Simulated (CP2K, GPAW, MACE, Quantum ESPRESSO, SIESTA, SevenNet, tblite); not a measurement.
# Quantum ESPRESSO on glassy 58SiO2-42ZnO (mol %) (67 atoms): settings compared

How far do other settings of Quantum ESPRESSO move the forces in glassy 58SiO2-42ZnO (mol %) (67 atoms)? One run of the same program serves as the yardstick.

Program: Quantum ESPRESSO 7.5. Level of theory: the method is named at each step. Results are calculated unless marked as measured.

## Step 1: The starting structure

The cell holds 67 atoms: 15 Si, 11 Zn and 41 O. Its edges and angles: a = 9.780 Å, b = 9.780 Å, c = 9.780 Å, α = 90.0°, β = 90.0°, γ = 90.0°. 67 atoms (15 Si, 11 Zn, 41 O) placed at random at 3.12 g/cm³, melted at 4000 K for 10 ps at fixed volume with the Morse and Coulomb pair potential with partial charges (Pedone, Malavasi, Menziani, Cormack and Segre, J. Phys. Chem. B 110, 11780 (2006)). Quenched from 4000 K to 300 K at 500 K/ps and fixed volume, held 10 ps at zero pressure. Then every atom was moved at random, 0.02 Å r.m.s. a Cartesian component.

The yardstick, on the same geometry:

- method: Kohn-Sham DFT, PBE, SSSP efficiency 1.3.0 pseudopotentials, plane waves (Quantum ESPRESSO 7.5); sssp-pbe-1.3.0-efficiency, cutoffs 60/480 Ry, Γ point
- r.m.s. force component: 1.738 eV/Å
- longest force: 7.029 eV/Å
- pressure: 4.651 GPa
- gap (highest filled to lowest empty level): 2.243 eV
- time: 3.5 min on 4 MPI ranks of Arm Neoverse N1, shared host
- CPU time: 14 min

## Step 2: PBE, sg15-1.2, 60/240 Ry

Method: Kohn-Sham DFT, PBE, SG15 1.2 norm-conserving pseudopotentials, plane waves.

File pw.in:

```
&control
  calculation = 'scf'
  pseudo_dir = './pseudo'
  outdir = './tmp'
  disk_io = 'none'
  tprnfor = .true.
  tstress = .true.
/
&system
  ibrav = 0
  nat = 67
  ntyp = 3
  ecutwfc = 60
  ecutrho = 240
  nosym = .true.
  occupations = 'smearing'
  smearing = 'fd'
  degauss = 0.003675
/
&electrons
  conv_thr = 3.4e-07
  electron_maxstep = 100
  mixing_beta = 0.4
  mixing_mode = 'plain'
  diagonalization = 'david'
/
ATOMIC_SPECIES
Si 28.085 Si.upf
Zn 65.380 Zn.upf
O 15.999 O.upf
CELL_PARAMETERS angstrom
9.78013 0.00000 0.00000
0.00000 9.78013 0.00000
0.00000 0.00000 9.78013
ATOMIC_POSITIONS crystal
Si 0.18540 0.67857 0.08660
Si 0.12743 0.95783 0.56893
Si 0.06351 0.16571 0.33709
Si 0.82775 0.09208 0.15199
Si 0.48445 0.26196 0.90910
Si 0.67441 0.35243 0.15331
Si 0.96047 0.33945 0.79556
Si 0.43375 0.29847 0.36759
Si 0.43817 0.84487 0.13340
Si 0.00260 0.73149 0.34913
Si 0.50100 0.54927 0.81110
Si 0.25435 0.10599 0.08454
Si 0.65940 0.81484 0.91724
Si 0.95479 0.43161 0.49639
Si 0.63774 0.48012 0.54853
Zn 0.01930 0.07400 0.84765
Zn 0.25553 0.79467 0.80324
Zn 0.80181 0.57474 0.00397
Zn 0.66956 0.69056 0.31278
Zn 0.12737 0.43177 0.26770
Zn 0.70680 0.81625 0.58493
Zn 0.23842 0.37524 0.95756
Zn 0.98525 0.87338 0.99252
Zn 0.70468 0.07709 0.72557
Zn 0.44140 0.07295 0.60317
Zn 0.57086 0.01196 0.34750
O 0.60529 0.64982 0.90163
O 0.42177 0.14165 0.41118
O 0.13139 0.73857 0.94068
O 0.85123 0.21441 0.76440
O 0.12034 0.09022 0.46922
O 0.54798 0.31805 0.24437
O 0.41384 0.41916 0.87724
O 0.89387 0.04554 0.01310
O 0.68643 0.04583 0.19495
O 0.38935 0.65460 0.77372
O 0.53248 0.81690 0.26066
O 0.27685 0.94300 0.64327
O 0.64102 0.63918 0.50793
O 0.52060 0.39309 0.47972
O 0.34973 0.98163 0.15809
O 0.01132 0.30765 0.38862
O 0.78639 0.42868 0.50651
O 0.01461 0.57142 0.41814
O 0.61476 0.30946 0.99812
O 0.29285 0.37778 0.34412
O 0.84683 0.76846 0.33885
O 0.70557 0.51396 0.17565
O 0.08980 0.82354 0.45779
O 0.60507 0.47751 0.70807
O 0.94105 0.06794 0.26358
O 0.50642 0.17584 0.77429
O 0.70064 0.87098 0.77749
O 0.00797 0.40306 0.63969
O 0.80534 0.27038 0.15856
O 0.17516 0.50397 0.09053
[... 7 atom lines left out ...]
O 0.53237 0.88263 0.99765
O 0.08875 0.27257 0.86204
O 0.07773 0.73197 0.20849
O 0.35682 0.20835 0.01326
K_POINTS gamma
```

Launch:

```console
> OMP_NUM_THREADS=1 mpirun -np 2 pw.x -in pw.in > output.txt
```

Log:

```text
Program PWSCF
     gamma-point specific algorithms are used
     Parallelization info
     sticks:   dense  smooth     PW     G-vecs:    dense   smooth      PW
     Min        3262    3262    807               198202   198202   24751
     Max        3263    3263    810               198205   198205   24758
     Sum        6525    6525   1617               396407   396407   49509
     bravais-lattice index     =            0
     lattice parameter (alat)  =      18.4818  a.u.
     unit-cell volume          =    6312.9229 (a.u.)^3
     number of atoms/cell      =           67
     number of atomic types    =            3
     number of electrons       =       526.00
     number of Kohn-Sham states=          316
     kinetic-energy cutoff     =      60.0000  Ry
     charge density cutoff     =     240.0000  Ry
     scf convergence threshold =      3.4E-07
     mixing beta               =       0.4000
     number of iterations used =            8  plain     mixing
     Exchange-correlation= PBE
                           (   1   4   3   4   0   0   0)
     crystal axes: (cart. coord. in units of alat)
               a(1) = (   1.000000   0.000000   0.000000 )
               a(2) = (   0.000000   1.000000   0.000000 )
               a(3) = (   0.000000   0.000000   1.000000 )
     reciprocal axes: (cart. coord. in units 2 pi/alat)
               b(1) = (  1.000000  0.000000  0.000000 )
               b(2) = (  0.000000  1.000000  0.000000 )
               b(3) = (  0.000000  0.000000  1.000000 )
     PseudoPot. # 1 for Si:
     Pseudo is Norm-conserving, Zval =  4.0
     PseudoPot. # 2 for Zn:
     Pseudo is Norm-conserving, Zval = 20.0
     PseudoPot. # 3 for O :
     Pseudo is Norm-conserving, Zval =  6.0
     atomic species   valence    mass     pseudopotential
     Si                4.00    28.08500     Si( 1.00)
     Zn               20.00    65.38000     Zn( 1.00)
     O                 6.00    15.99900     O ( 1.00)
     No symmetry found
   Cartesian axes
     number of k points=     1  Fermi-Dirac smearing, width (Ry)=  0.0037
                       cart. coord. in units 2pi/alat
        k(    1) = (   0.0000000   0.0000000   0.0000000), wk =   2.0000000
     Dense  grid:   198204 G-vectors     FFT dimensions: (  96,  96,  96)
     Initial potential from superposition of free atoms
     starting charge     525.0179, renormalised to     526.0000
     Starting wfcs are random
     Self-consistent Calculation
     iteration #  1     ecut=    60.00 Ry     beta= 0.40
     total energy              =   -5832.12992635 Ry
     estimated scf accuracy    <      16.05050606 Ry
     iteration #  2     ecut=    60.00 Ry     beta= 0.40
     total energy              =   -5835.32323749 Ry
     estimated scf accuracy    <       0.62726788 Ry
     iteration #  3     ecut=    60.00 Ry     beta= 0.40
     total energy              =   -5835.36087661 Ry
     estimated scf accuracy    <       0.19174034 Ry
     iteration #  4     ecut=    60.00 Ry     beta= 0.40
     total energy              =   -5835.37400753 Ry
     estimated scf accuracy    <       0.04398287 Ry
     iteration #  5     ecut=    60.00 Ry     beta= 0.40
     total energy              =   -5835.37836755 Ry
     estimated scf accuracy    <       0.00541479 Ry
     iteration #  6     ecut=    60.00 Ry     beta= 0.40
     total energy              =   -5835.37885125 Ry
     estimated scf accuracy    <       0.00081672 Ry
     iteration #  7     ecut=    60.00 Ry     beta= 0.40
     total energy              =   -5835.37906017 Ry
     estimated scf accuracy    <       0.00012472 Ry
     iteration #  8     ecut=    60.00 Ry     beta= 0.40
     total energy              =   -5835.37907375 Ry
     estimated scf accuracy    <       0.00001914 Ry
     iteration #  9     ecut=    60.00 Ry     beta= 0.40
     total energy              =   -5835.37908004 Ry
     estimated scf accuracy    <       0.00000720 Ry
     iteration # 10     ecut=    60.00 Ry     beta= 0.40
     total energy              =   -5835.37908094 Ry
     estimated scf accuracy    <       0.00000036 Ry
     iteration # 11     ecut=    60.00 Ry     beta= 0.40
     End of self-consistent calculation
          k = 0.0000 0.0000 0.0000 ( 24755 PWs)   bands (ev):
  -120.4000-120.3605-120.3365-120.0505-119.9527-119.9372-119.7013-119.2099
  -119.1766-119.0863-119.0791 -74.6645 -74.6171 -74.5706 -74.5614 -74.5472
   -74.5213 -74.4914 -74.4872 -74.4622 -74.3831 -74.2330 -74.1741 -74.1371
   -74.1285 -74.1165 -74.0778 -74.0604 -74.0583 -73.9093 -73.8728 -73.8535
   -73.4294 -73.3921 -73.3796 -73.3732 -73.3710 -73.3683 -73.3404 -73.3218
   -73.2386 -73.2330 -73.2188 -73.2035 -16.7895 -16.5935 -16.4830 -15.9144
   -15.7827 -15.5086 -15.3945 -15.2139 -15.0345 -14.9613 -14.8733 -14.7355
   -14.6306 -14.4410 -14.3639 -14.3534 -14.1770 -14.1490 -14.0694 -14.0072
   -13.8251 -13.7864 -13.7377 -13.7059 -13.5407 -13.4707 -13.4047 -13.3655
   -13.2868 -13.2713 -13.0948 -12.8127 -12.7201 -12.7008 -12.6700 -12.6567
   -12.5808 -12.4764 -12.2638 -12.2378 -11.8326  -6.2211  -5.6125  -5.3907
    -4.9076  -4.5483  -4.2511  -3.9545  -3.7127  -3.5216  -3.4149  -3.3061
    -3.1621  -3.0040  -2.9180  -2.8189  -2.6953  -2.5494  -2.4913  -2.4516
    -2.3986  -2.3217  -2.2128  -2.1408  -2.0949  -2.0269  -2.0125  -1.9360
[...]
9.9690  10.0241  10.2550  10.3236  10.6100  10.6962  10.8600  11.0266
    11.0894  11.2179  11.2538  11.4379  11.5424  11.5529  11.7075  11.7512
    11.8508  11.9745  12.0138  12.1101  12.1784  12.2284  12.4589  12.5015
    12.5595  12.6525  12.6799  12.7550  12.7903  12.9553  12.9736  13.0946
    13.1988  13.2076  13.2908  13.4142  13.4606  13.5147  13.6011  13.6254
    13.7108  13.7536  13.7873  13.8667
     the Fermi energy is     5.6319 ev
!    total energy              =   -5835.37908107 Ry
     estimated scf accuracy    <       0.00000005 Ry
     smearing contrib. (-TS)   =      -0.00000000 Ry
     internal energy E=F+TS    =   -5835.37908107 Ry
     The total energy is F=E-TS. E is the sum of the following terms:
     one-electron contribution =   -5541.46226220 Ry
     hartree contribution      =    2932.04358940 Ry
     xc contribution           =    -732.64362719 Ry
     ewald contribution        =   -2493.31678108 Ry
     convergence has been achieved in  11 iterations
     Forces acting on atoms (cartesian axes, Ry/au):
     atom    1 type  1   force =    -0.22678267   -0.13146512   -0.02063413
     atom    2 type  1   force =     0.06930903   -0.08573294   -0.14311396
     atom    3 type  1   force =    -0.03597722   -0.19465298   -0.08883373
     atom    4 type  1   force =    -0.00121413    0.14412903    0.00043641
     atom    5 type  1   force =     0.04277867    0.04210063    0.04360703
     atom    6 type  1   force =    -0.09897676    0.07498726   -0.05584037
     atom    7 type  1   force =    -0.15299463    0.06548365   -0.04400031
     atom    8 type  1   force =     0.04440641    0.11472874   -0.01301898
     atom    9 type  1   force =     0.01650414    0.06124475   -0.05263473
     atom   10 type  1   force =    -0.02926799    0.02159673    0.16422213
     atom   11 type  1   force =     0.03042945    0.07161570    0.02577117
     atom   12 type  1   force =     0.00018077   -0.24676137   -0.04917483
[...]
atom   63 type  3   force =     0.03403737   -0.01699819    0.02825483
     atom   64 type  3   force =    -0.01659204    0.01128535   -0.00788146
     atom   65 type  3   force =     0.13077329   -0.01632508    0.05170514
     atom   66 type  3   force =     0.07734122   -0.01533535   -0.13583529
     atom   67 type  3   force =     0.05533800    0.07733924   -0.04145977
     Total force =     0.941835     Total SCF correction =     0.000660
     Computing stress (Cartesian axis) and pressure
          total   stress  (Ry/bohr**3)                   (kbar)     P=      -83.98
  -0.00045882  -0.00011679   0.00001158          -67.49      -17.18        1.70
  -0.00011679  -0.00072704  -0.00022246          -17.18     -106.95      -32.73
   0.00001158  -0.00022246  -0.00052672            1.70      -32.73      -77.48
     Message from routine punch:
     Nothing written, as per user request (disk_io='none')
```

The job ended after 4 min (2 MPI ranks of Arm Neoverse N1, shared host; peak memory 1.1 GiB).

Banners, paths, timers and routine set-up lines are dropped from the logs unmarked, and long logs keep their key lines alone; longer cuts are marked.

Numbers from this run, and their distance from the reference:

* r.m.s. force component: 1.708 eV/Å
* r.m.s. difference of force components: 52.42 meV/Å
* longest difference of force vectors: 278.1 meV/Å
* force difference over r.m.s. force: 3.017 %
* slope of forces against the reference's: 0.9827
* correlation of force components: 0.9997
* gap (highest filled to lowest empty level): 2.272 eV
* gap difference: 0.0299 eV
* pressure: -8.397 GPa
* pressure difference: -13.05 GPa

This is a coarse setting, run to see what it loses.

Length of the force difference by element (eV/Å):

```
element  atoms   mean   most
      O     41  0.076   0.28
     Si     15   0.11   0.28
     Zn     11  0.023  0.056
```

Levels nearest the highest filled one (eV from it): -0.91, -0.79, -0.77, -0.70, -0.66, -0.63, -0.57, -0.49, -0.40, -0.26, -0.13, 0.00, 2.27, 3.36, 3.88, 4.15, 4.46, 4.75, 4.85, 5.08, 5.36, 5.47, 5.53, 5.76.

A closer look about Si1, which bears the longest force: 11 atoms, nearest first, numbered in the order of the input, with positions taken from that point.

```
atom      x      y      z  distance (Å)  bonds     Fx     Fy  Fz (eV/Å)
 Si1   0.00   0.00   0.00          0.00      4  -5.83  -3.38      -0.53
 O59   1.40   0.46   0.09          1.48      2   6.01   1.06       1.10
 O29  -0.53   0.59  -1.43          1.63      3  -1.58   0.08       0.10
 O66  -1.05   0.52   1.19          1.67      2   1.99  -0.39      -3.49
 O56  -0.10  -1.71   0.04          1.71      3  -0.39   1.50       0.32
Zn23  -1.96   1.91  -0.92          2.88      4  -0.26  -0.89       0.44
 Si9   2.47   1.63   0.46          2.99      4   0.42   1.57      -1.35
Zn20  -0.57  -2.41   1.77          3.05      4   0.96   0.70      -0.20
Zn17   0.69   1.14  -2.77          3.07      3   0.93   0.52      -1.34
Si10  -1.79   0.52   2.57          3.17      4  -0.75   0.56       4.22
Zn22   0.52  -2.97  -1.26          3.27      4  -1.95   0.35      -0.54
```

Forces lie 3.0 % from the reference's, at 0.57 times its CPU time (on 2 against 4 cores).

## Step 3: Summary of results

| Item | Value |
| --- | --- |
| force difference from the reference | QE PBE, sg15-1.2, 60/240 Ry (coarse), 3.0 % |
| its CPU time | 7.9 min |

Runs with settings chosen to be coarse differ by 3.0 % (QE PBE, sg15-1.2, 60/240 Ry), their programs' other errors included. At the same functional, the gap of QE PBE, sg15-1.2, 60/240 Ry lies 0.03 eV above the reference's 2.24 eV. In pressure, QE PBE, sg15-1.2, 60/240 Ry misses by -13.0 GPa, at the same functional; a cutoff this low leaves a large Pulay stress. The reference's pressure holds the uncorrected Pulay stress of its 60 Ry basis, so small pressure differences, and their order, may be the reference's own error. The quench rate of 500 K/ps is many orders above laboratory rates, so the cell is likely richer in defects and strain than a real sample. The network of bonds at the start is that of the classical potential that made the cell, and needn't be the one that DFT or experiment would give. The reference's stress is far from hydrostatic: its diagonal is 6.4, 2.3, 5.3 GPa, compression counted positive. The electronic-structure runs sample only Γ, in a cell whose shortest periodic width is 10 Å.

[Also dropped from logs without a mark: logging warnings of Python, and SIESTA's first energy breakdown and zero terms.]

[Logs are printed without paths, hosts, clocks, repeated set-up lines and the standing remarks that a program may print on its own settings, such as how far it seeks lower states.]

[Hosts, paths, dates, database ids (printed as entryN), source tags and the programs' standing remarks are cut or masked in the printed files.]
